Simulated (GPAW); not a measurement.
# Near-edge structure at the Mg K edge of Mg2C3 (C2/m)

Aim: the near-edge shape at the Mg K edge of Mg2C3 (C2/m), and what the core hole does to it.

Method: X-ray absorption from dipole matrix elements to empty bands, plane-wave PAW PBE, in GPAW 26.7.0.

## 1. Set-up

The structure is monoclinic, space group C2/m (No. 12). The conventional cell has a = 4.831 Å, b = 4.700 Å, c = 4.987 Å, α = 90.00°, β = 104.25°, γ = 90.00°. Nearest to Mg lie 6 C at 2.24 to 2.55 Å. Nearest to C lie 2 C at 1.34 Å and 2 Mg at 2.35 Å. Nearest to C lie 1 C at 1.34 Å and 5 Mg at 2.24 to 2.55 Å. Farther neighbours are not listed.

## 2. The field without a hole

The ground state comes first: it tells whether the system has a gap, which decides how the excited electron is treated.

The input, scf.py:

```python
import numpy as np
from ase import Atoms
from ase.parallel import parprint, paropen
from gpaw import GPAW, PW, FermiDirac, Mixer, MixerDif, setup_paths
from gpaw.test import gen
setup_paths.insert(0, '.')
gen('Mg', name='nch1s', xcname='PBE', corehole=(1, 0, 0), write_xml=True)
from gpaw.mpi import world
world.barrier()

atoms = Atoms('Mg2C3',
    cell=[[2.4155, -2.35, 0],
     [2.4155, 2.35, 0],
     [-1.22707, 0, 4.83328]],
    scaled_positions=[[0.1913, 0.1913, 0.7989],
     [0.8087, 0.8087, 0.2011],
     [0.5, 0.5, 0.5],
     [0.7011, 0.7011, 0.7385],
     [0.2989, 0.2989, 0.2615]],
    pbc=True)
atoms.calc = calc = GPAW(legacy_gpaw=True, mode=PW(430, force_complex_dtype=True), xc='PBE', setups={0: 'nch1s'},
    kpts={'size': (8, 8, 5), 'gamma': True}, occupations=FermiDirac(0.05),
    charge=0, mixer=Mixer(0.1, 5, 50), maxiter=150,
    convergence={'density': 0.0001, 'eigenstates': 1e-6}, txt='scf.txt')
energy = atoms.get_potential_energy() + calc.get_reference_energy()
ef = calc.get_fermi_level()
out = dict(energy=energy, fermi=ef, forces=atoms.get_forces().tolist())
parprint(f'all-electron energy {energy:.4f} eV, Fermi level {ef:.4f} eV')
ev = np.array([[calc.get_eigenvalues(k, s) for k in range(len(calc.get_ibz_k_points()))] for s in range(calc.get_number_of_spins())])
out['homo'], out['lumo'], out['counts'] = ev[ev < ef].max(), ev[ev > ef].min(), sorted(set((ev < ef).sum((0, 2)).tolist()))
out['filled'] = (ev[:, 0] < ef).sum(1).tolist()
import json
with paropen('out.json', 'w') as f:
    json.dump(out, f)
```

Started as:

```sh
$ OMP_NUM_THREADS=1 mpirun -n 4 gpaw python scf.py
```

Numbers of over 12 decimals in the logs are rounded to 6 here.

The program printed:

```text
Input parameters:
  convergence: {density: 0.0001,
                eigenstates: 1e-06}
  kpts: {gamma: True,
         size: (8, 8, 5)}
  maxiter: 150
  mixer: {backend: pulay,
          beta: 0.1,
          method: separate,
          nmaxold: 5,
          weight: 50}
  mode: {ecut: 430.0,
         force_complex_dtype: True,
         name: pw}
  occupations: {fixmagmom: False,
                name: fermi-dirac,
                width: 0.05}
  setups: {0: nch1s}
  xc: PBE

Initialize ...

[... PAW data sets ...]

Reference energy: -13982.174329  # eV

Spin-paired calculation

[... convergence settings ...]
Symmetries present (total): 2
  [... symmetry matrices ...]

320 k-points: 8 x 8 x 5 Monkhorst-Pack grid + [1/16,1/16,0.000000]
93 k-points in the irreducible part of the Brillouin zone
       k-points in crystal coordinates                weights
   0:     0.00000000    0.00000000    0.00000000          1/320
   1:     0.00000000    0.00000000    0.20000000          2/320
   2:     0.00000000    0.00000000    0.40000000          2/320
   3:     0.12500000   -0.12500000    0.00000000          2/320
   4:     0.12500000   -0.12500000    0.20000000          4/320
   5:     0.12500000   -0.12500000    0.40000000          4/320
   6:     0.12500000    0.00000000   -0.40000000          4/320
   7:     0.12500000    0.00000000   -0.20000000          4/320
   8:     0.12500000    0.00000000    0.00000000          4/320
   9:     0.12500000    0.00000000    0.20000000          4/320
          ...
  92:     0.50000000    0.50000000    0.40000000          2/320

Wave functions: Plane wave expansion
  Cutoff energy: 430.000 eV
  Number of coefficients (min, max): 1096, 1121
  Pulay-stress correction: 0.000000 eV/Ang^3 (de/decut=0.000000)
  Using FFTW library
  Wavefunction extrapolation:
    Improved wavefunction reuse through dual PAW basis

Occupation numbers: Fermi-Dirac:
  width: 0.0500  # eV

Eigensolver
   Davidson(niter=2)

Densities:
  Coarse grid: 18*18*24 grid
  Fine grid: 36*36*48 grid
  Total Charge: 0.000000

Density mixing:
  Method: separate
  Backend: pulay
  Linear mixing parameter: 0.1
  old densities: 5
  Width of damping distribution: 1.1
  Damping of long wavelength oscillations: 50

[... Hamiltonian set-up ...]
Number of atoms: 5
Number of atomic orbitals: 28
Number of bands in calculation: 24
Number of valence electrons: 32
Bands to converge: occupied

... initialized

Initializing position-dependent things.

Density initialized from atomic densities
Creating initial wave functions:
  24 bands from LCAO basis set

       Mg
             C
           C
          C
                Mg

Atomic positions and initial magnetic moments

Positions:
   0 Mg    -0.056136   -0.000000    3.861307    ( 0.0000,  0.0000,  0.0000)
   1 Mg     3.660066    0.000000    0.971973    ( 0.0000,  0.0000,  0.0000)
   2 C      1.801965    0.000000    2.416640    ( 0.0000,  0.0000,  0.0000)
   3 C      2.480823    0.000000    3.569377    ( 0.0000,  0.0000,  0.0000)
   4 C      1.123107    0.000000    1.263903    ( 0.0000,  0.0000,  0.0000)

Unit cell:
           periodic     x           y           z      points  spacing
  1. axis:    yes    2.415500   -2.350000    0.000000    18     0.1843
  2. axis:    yes    2.415500    2.350000    0.000000    18     0.1843
  3. axis:    yes   -1.227070    0.000000    4.833280    24     0.2014

  Lengths:   3.370036   3.370036   4.986612
  Angles:  100.158668 100.158668  88.425081

Effective grid spacing dv^(1/3) = 0.1918

iter:   1   -32.974146
iter:   2   -31.664699   -0.73  -0.93
iter:   3   -29.624968   -0.51  -1.02
iter:   4   -29.629965   -1.31  -1.49
iter:   5   -29.654982   -1.84  -1.60
iter:   6   -29.653733   -2.11  -2.13
iter:   7   -29.641085c  -3.24  -2.16
iter:   8   -29.640401c  -4.29  -2.71
iter:   9   -29.640350c  -4.92  -3.02
iter:  10   -29.640353c  -5.48  -3.37
iter:  11   -29.640348c  -5.93  -3.53
iter:  12   -29.640348c  -6.89c -3.88
iter:  13   -29.640347c  -7.21c -4.02c

Converged after 13 iterations.

Dipole moment: (-0.000000, 0.000000, 0.000000) |e|*Ang

Energy contributions relative to reference atoms: (reference = -13982.174329)

Kinetic:        +21.038235
Potential:      -16.749893
External:        +0.000000
XC:             -33.872313
Entropy (-ST):   -0.000000
Local:           -0.056378
SIC:             +0.000000
--------------------------
Free energy:    -29.640347
Extrapolated:   -29.640347

Showing only first 2 kpts
 Kpt  Band  Eigenvalues  Occupancy
  0    14      4.59293    2.00000
  0    15      5.37471    2.00000
  0    16      9.41957    0.00000
  0    17      9.51071    0.00000

  1    14      4.78620    2.00000
  1    15      5.60673    2.00000
  1    16      8.92635    0.00000
  1    17      9.91070    0.00000

Fermi level: 6.97360

Gap: 1.788 eV
Transition (v -> c):
  (s=0, k=10, n=15, [0.12, 0.00, 0.40]) -> (s=0, k=90, n=16, [0.50, 0.50, 0.00])
Direct/indirect transitions are different
Direct gap: 2.649 eV
Transition at: (s=0, k=56, n=15, [0.38, 0.00, 0.40])

Forces in eV/Ang:
  0 Mg   -0.02550    0.00000    0.07210
  1 Mg    0.02550    0.00000   -0.07210
  2 C    -0.00000    0.00000    0.00000
  3 C    -0.21655    0.00000   -0.38948
  4 C     0.21655    0.00000    0.38948
Scalar-relativistic atomic PBE calculation for Mg (Magnesium, Z=12)
Core hole in 1s state (1s occupation: 2.0)
450 radial gridpoints.
|------------------------------------------------|
|------------------------------------------------|
[... the atom generator's iteration count ...]

Energy contributions:
-------------------------
Kinetic:     +200.487942
XC:           -16.336817
Potential:   -384.421890
-------------------------
Total:       -200.270765

state      eigenvalue         ekin         rmax
-----------------------------------------------
1s^2.0 :   -46.286999    67.501710        0.085
2s^2.0 :    -2.934062     8.686765        0.547
2p^6.0 :    -1.712990     7.800233        0.479
3s^2.0 :    -0.172913     0.654798        2.555
3p^0.0 :    -0.048879     0.333529        3.474
-----------------------------------------------
(units: Bohr and Hartree)

Generating PAW setup
Kinetic energy of the core from tauc = 135.251255
Cutoffs:
rc(s)=2.060
rc(p)=2.050
rc(d)=1.960
rc(vbar)=2.000
rc(comp)=1.950
rc(nct)=2.060

Kinetic energy of the core states: 135.003419
Charge: 0.0
Core electrons: 2.0
Valence electrons: 10.0
Pseudo-core charge: 0.000000
Shape function alpha=2.630
Pseudo-electron charge 2.896597
state    eigenvalue         norm
--------------------------------
2s(2) :    -2.934062     0.142341
3s(2) :    -0.172913     1.007240
2p(6) :    -1.712990     0.099573
3p(0) :    -0.048879     0.994108
*d    :     0.000000
--------------------------------

Diagonalizing with gridspacing h=0.050

state   all-electron     PAW
-------------------------------
2s:      -2.934062    -2.934642
2p:      -1.712990    -1.713842
*d:                    0.031038
*f:                    0.066960
-------------------------------
all-electron energy -14011.8147 eV, Fermi level 6.9736 eV
```

Wall time 13 s (4 MPI ranks of AMD EPYC 7R13 (Zen 3), shared host); peak memory 0.19 GiB; 49 s of CPU time.

The mesh shows a gap of 1.79 eV, so the hole is first treated in a charged cell, without the excited electron.

## 3. Spectrum without a core hole, Mg atom 1

Without a hole the spectrum is the empty density of states of the right symmetry on the absorber, weighted by matrix elements. It needs only the small cell and serves as the baseline. The data set with a hole of occupation 0 only carries the core orbital.

The absorber has 3 C at 2.24 to 2.35 Å, 2 C at 2.37 Å and 1 C at 2.55 Å (6-fold, site symmetry m).

The input, xas.py:

```python
import numpy as np
from ase import Atoms
from ase.parallel import parprint, paropen
from gpaw import GPAW, PW, FermiDirac, Mixer, MixerDif, setup_paths
from gpaw.test import gen
setup_paths.insert(0, '.')
gen('Mg', name='nch1s', xcname='PBE', corehole=(1, 0, 0), write_xml=True)
from gpaw.mpi import world
world.barrier()

atoms = Atoms('Mg2C3',
    cell=[[2.4155, -2.35, 0],
     [2.4155, 2.35, 0],
     [-1.22707, 0, 4.83328]],
    scaled_positions=[[0.1913, 0.1913, 0.7989],
     [0.8087, 0.8087, 0.2011],
     [0.5, 0.5, 0.5],
     [0.7011, 0.7011, 0.7385],
     [0.2989, 0.2989, 0.2615]],
    pbc=True)
atoms.calc = calc = GPAW(legacy_gpaw=True, mode=PW(430, force_complex_dtype=True), xc='PBE', setups={0: 'nch1s'},
    kpts={'size': (8, 8, 5), 'gamma': True}, occupations=FermiDirac(0.02),
    charge=0, mixer=Mixer(0.1, 5, 50), maxiter=150,
    convergence={'density': 0.0001, 'eigenstates': 1e-6}, txt='scf.txt')
energy = atoms.get_potential_energy() + calc.get_reference_energy()
ef = calc.get_fermi_level()
out = dict(energy=energy, fermi=ef, forces=atoms.get_forces().tolist())
parprint(f'all-electron energy {energy:.4f} eV, Fermi level {ef:.4f} eV')
ev = np.array([[calc.get_eigenvalues(k, s) for k in range(len(calc.get_ibz_k_points()))] for s in range(calc.get_number_of_spins())])
out['homo'], out['lumo'], out['counts'] = ev[ev < ef].max(), ev[ev > ef].min(), sorted(set((ev < ef).sum((0, 2)).tolist()))
out['filled'] = (ev[:, 0] < ef).sum(1).tolist()

from ase.units import Ha
from gpaw.xas import dipole_matrix_elements
nb = int(calc.get_number_of_electrons() / 2) + 36
top = nb
nscf = calc.fixed_density(kpts={'size': (7, 7, 5), 'gamma': True},
    convergence={'eigenstates': 1.0}, txt='nscf.txt')
nscf.diagonalize_full_hamiltonian(nbands=nb)
cell = atoms.cell.array
ops = [cell.T @ U.T @ np.linalg.inv(cell.T) for U in nscf.wfs.kd.symmetry.op_scc]
filled = [16]  # bands filled in the ground state, by spin
E = np.arange(-25, 34, 0.1)
fwhm = np.interp(E, [4, 25], [0.9, 3.5])
Y, X, zero, highest = 0, 0, 1e9, 1e9
for spin in range(nscf.get_number_of_spins()):
    wfs = nscf.wfs
    mine = wfs.bd.get_slice()  # this rank's bands
    A = dipole_matrix_elements(wfs.setups[0])
    eps = np.zeros((wfs.kd.nibzkpts, nb))
    d = np.zeros((3, A.shape[1], wfs.kd.nibzkpts, nb), complex)
    for kpt in wfs.kpt_u:
        if kpt.s == spin and 0 in kpt.P_ani:
            eps[kpt.k, mine] = kpt.eps_n * Ha
            d[:, :, kpt.k, mine] = (kpt.weight * wfs.nspins / 2) ** 0.5 * np.inner(A, kpt.P_ani[0])
    world.sum(eps)
    world.sum(d)
    T = np.einsum('amkn,bmkn->abkn', d, d.conj()).real
    T = sum(np.einsum('ai,ijkn,bj->abkn', R, T, R) for R in ops) / len(ops)
    empty = np.ones_like(eps, bool) & (np.arange(nb) >= filled[spin])
    zero, highest = min(zero, eps[empty].min()), min(highest, eps[:, top - 1].min())
    lines = [(eps, T, empty)] if spin == 0 else lines + [(eps, T, empty)]
for eps, T, empty in lines:
    f = np.einsum('aakn->akn', T).reshape(3, -1)
    x = eps.ravel() - zero
    w = np.interp(x, E, fwhm) / 2.35482
    g = np.exp(-0.5 * ((E[:, None] - x) / w) ** 2) / (w * (2 * np.pi) ** 0.5)
    Y = Y + (f * empty.ravel()) @ g.T
    X = X + (f * ~empty.ravel()) @ g.T
out.update(E=E.round(2).tolist(), xas=Y.tolist(), xes=X.tolist(), zero=zero, valid=highest - zero, nk=len(eps), nb=nb)
for i in range(0, len(E), 10):
    parprint(f'{E[i]:7.2f}', *(f'{v:10.3e}' for v in Y[:, i]))
import json
with paropen('out.json', 'w') as f:
    json.dump(out, f)
```

Started as:

```sh
$ OMP_NUM_THREADS=1 mpirun -n 4 gpaw python xas.py
```

The program printed:

```text
Input parameters:
  convergence: {density: 0.0001,
                eigenstates: 1e-06}
  kpts: {gamma: True,
         size: (8, 8, 5)}
  maxiter: 150
  mixer: {backend: pulay,
          beta: 0.1,
          method: separate,
          nmaxold: 5,
          weight: 50}
  mode: {ecut: 430.0,
         force_complex_dtype: True,
         name: pw}
  occupations: {fixmagmom: False,
                name: fermi-dirac,
[...]
*d    :     0.000000
--------------------------------

Diagonalizing with gridspacing h=0.050

state   all-electron     PAW
-------------------------------
2s:      -2.934062    -2.934642
2p:      -1.712990    -1.713842
*d:                    0.031038
*f:                    0.066960
-------------------------------
all-electron energy -14011.8147 eV, Fermi level 6.5302 eV
[...]
32.00  6.697e-06  5.861e-06  5.789e-06
  33.00  5.610e-06  4.746e-06  4.412e-06
[key lines of the parts left out:]
Converged after 13 iterations.
Dipole moment: (-0.000000, 0.000000, 0.000000) |e|*Ang
Free energy:    -29.640347
Fermi level: 6.53016
```

It took 41 s on 4 MPI ranks; peak memory 0.36 GiB; 2.7 min of CPU time.

The Mg K spectrum, Mg atom 1, no core hole (energy from the lowest empty level; intensity scaled to a mean of 1 over the first 20 eV; polarised curves are means over the symmetry-equivalent atoms):

```csv
E (eV),isotropic,ε ∥ x,ε ∥ y,ε ∥ z
-2.0,0.00,0.00,0.00,0.00
-1.0,0.00,0.00,0.00,0.00
0.0,0.10,0.11,0.09,0.11
1.0,0.44,0.44,0.39,0.47
2.0,0.53,0.55,0.38,0.65
3.0,0.51,0.39,0.24,0.89
4.0,0.36,0.32,0.18,0.57
5.0,0.61,0.62,0.54,0.68
6.0,0.88,0.84,1.04,0.75
7.0,1.03,0.91,1.35,0.83
8.0,1.20,0.96,1.63,1.02
9.0,1.61,1.51,1.96,1.35
10.0,1.59,1.76,1.67,1.32
11.0,1.61,2.11,1.29,1.42
12.0,1.48,1.87,1.28,1.30
13.0,1.30,1.40,1.28,1.22
14.0,1.22,1.31,1.07,1.29
15.0,1.09,1.14,0.95,1.17
16.0,0.99,0.98,0.94,1.03
17.0,0.94,0.89,0.85,1.08
18.0,0.98,0.86,0.85,1.23
19.0,1.03,0.88,0.97,1.25
20.0,0.98,0.85,1.03,1.05
21.0,0.86,0.78,0.97,0.83
22.0,0.77,0.72,0.87,0.74
23.0,0.73,0.66,0.80,0.74
24.0,0.69,0.60,0.73,0.74
25.0,0.64,0.52,0.66,0.73
26.0,0.60,0.47,0.61,0.72
27.0,0.58,0.45,0.57,0.71
28.0,0.58,0.47,0.55,0.70
29.0,0.60,0.53,0.56,0.71
```

Main maxima below 24 eV (height): 1.8 eV (0.54), 3.2 eV (0.52), 9.3 eV (1.63), 11.1 eV (1.61) and 19.1 eV (1.03). A K edge sees empty p states on the absorber.

The same matrix elements for filled bands give the Mg K emission of Mg atom 1 (ground-state approximation; energy from the lowest empty level, largest value 1):

```csv
E (eV),emission
-24.00,0.00
-23.25,0.00
-22.50,0.00
-21.75,0.00
-21.00,0.00
-20.25,0.00
-19.50,0.00
-18.75,0.00
-18.00,0.03
-17.25,0.19
-16.50,0.07
-15.75,0.00
-15.00,0.00
-14.25,0.15
-13.50,0.16
-12.75,0.01
-12.00,0.00
-11.25,0.00
-10.50,0.00
-9.75,0.02
-9.00,0.25
-8.25,0.59
-7.50,0.95
-6.75,0.92
-6.00,0.97
-5.25,0.57
-4.50,0.40
-3.75,0.63
-3.00,0.81
-2.25,0.58
-1.50,0.09
-0.75,0.00
0.00,0.00
0.75,0.00
1.50,0.00
2.25,0.00
3.00,0.00
```

Emission maxima: -17.2 eV (0.19), -13.8 eV (0.24), -7.2 eV (1.00), -6.0 eV (0.97) and -2.8 eV (0.82).

## 4. Reference energy of the supercell

The photon energy needs a difference of total energies, so the cell and mesh of the coming hole run are first run without a hole.

scf.py: that of step 2 with these lines changed.

```diff
@@ -10,14 +10,24 @@
 
-atoms = Atoms('Mg2C3',
-    cell=[[2.4155, -2.35, 0],
-     [2.4155, 2.35, 0],
-     [-1.22707, 0, 4.83328]],
-    scaled_positions=[[0.1913, 0.1913, 0.7989],
-     [0.8087, 0.8087, 0.2011],
-     [0.5, 0.5, 0.5],
-     [0.7011, 0.7011, 0.7385],
-     [0.2989, 0.2989, 0.2615]],
+atoms = Atoms('Mg6C9',
+    cell=[[-4.831, 0, 0],
+     [1.22707, 0, -4.83328],
+     [2.4155, -7.05, 0]],
+    scaled_positions=[[0.8087, 0.2011, 0],
+     [0.47536667, 0.2011, 0.33333333],
+     [0.14203333, 0.2011, 0.66666667],
+     [0.1913, 0.7989, 0],
+     [0.85796667, 0.7989, 0.33333333],
+     [0.52463333, 0.7989, 0.66666667],
+     [0.5, 0.5, 0],
+     [0.16666667, 0.5, 0.33333333],
+     [0.83333333, 0.5, 0.66666667],
+     [0.2989, 0.2615, 0],
+     [0.96556667, 0.2615, 0.33333333],
+     [0.63223333, 0.2615, 0.66666667],
+     [0.7011, 0.7385, 0],
+     [0.36776667, 0.7385, 0.33333333],
+     [0.03443333, 0.7385, 0.66666667]],
     pbc=True)
 atoms.calc = calc = GPAW(legacy_gpaw=True, mode=PW(430, force_complex_dtype=True), xc='PBE', setups={0: 'nch1s'},
-    kpts={'size': (8, 8, 5), 'gamma': True}, occupations=FermiDirac(0.05),
+    kpts={'size': (4, 4, 4), 'gamma': True}, occupations=FermiDirac(0.02),
     charge=0, mixer=Mixer(0.1, 5, 50), maxiter=150,
```

Started as:

```sh
$ OMP_NUM_THREADS=1 mpirun -n 4 gpaw python scf.py
```

The program printed:

```text
Input parameters:
  convergence: {density: 0.0001,
                eigenstates: 1e-06}
  kpts: {gamma: True,
         size: (4, 4, 4)}
  maxiter: 150
  mixer: {backend: pulay,
          beta: 0.1,
          method: separate,
          nmaxold: 5,
          weight: 50}
  mode: {ecut: 430.0,
         force_complex_dtype: True,
         name: pw}
  occupations: {fixmagmom: False,
                name: fermi-dirac,
[...]
<dir> UserWarning: Initial realspace grid (24,24,36) inconsistent with symmetries.
  warnings.warn(
<dir> UserWarning: Using symmetrized grid: (36,24,36).

  warnings.warn('Using symmetrized grid: ({},{},{}).\n'.format(*N_c))
<dir> UserWarning: Initial realspace grid (24,24,36) inconsistent with symmetries.
  warnings.warn(
<dir> UserWarning: Using symmetrized grid: (36,24,36).

  warnings.warn('Using symmetrized grid: ({},{},{}).\n'.format(*N_c))
all-electron energy -42035.4442 eV, Fermi level 6.6023 eV
[key lines of the parts left out:]
Converged after 15 iterations.
Dipole moment: (-0.000000, -0.000000, 0.000000) |e|*Ang
Free energy:    -88.921621
Fermi level: 6.60229
```

Elapsed: 30 s, on 4 MPI ranks; peak memory 0.3 GiB.

Reference energy: -42035.444 eV with the cores included.

(Part 1 of 2 ends here.)

[Banner, clock and machine lines of the logs are left out without a mark of their own.]

[Logs are printed without paths, hosts, clocks, repeated set-up lines and the standing remarks that a program may print on its own settings, such as how far it seeks lower states.]

[Hosts, paths, dates, database ids (printed as entryN), source tags and the programs' standing remarks are cut or masked in the printed files.]

[Lists of maxima count a maximum above −3 eV only where it reaches 4 % of the highest in the window and stands out from its surroundings by 2 % of it (1.5 % where it reaches 55 %); shoulders and weaker maxima are passed over, and of the rest the first, up to two pre-edge ones and the few strongest are named.]
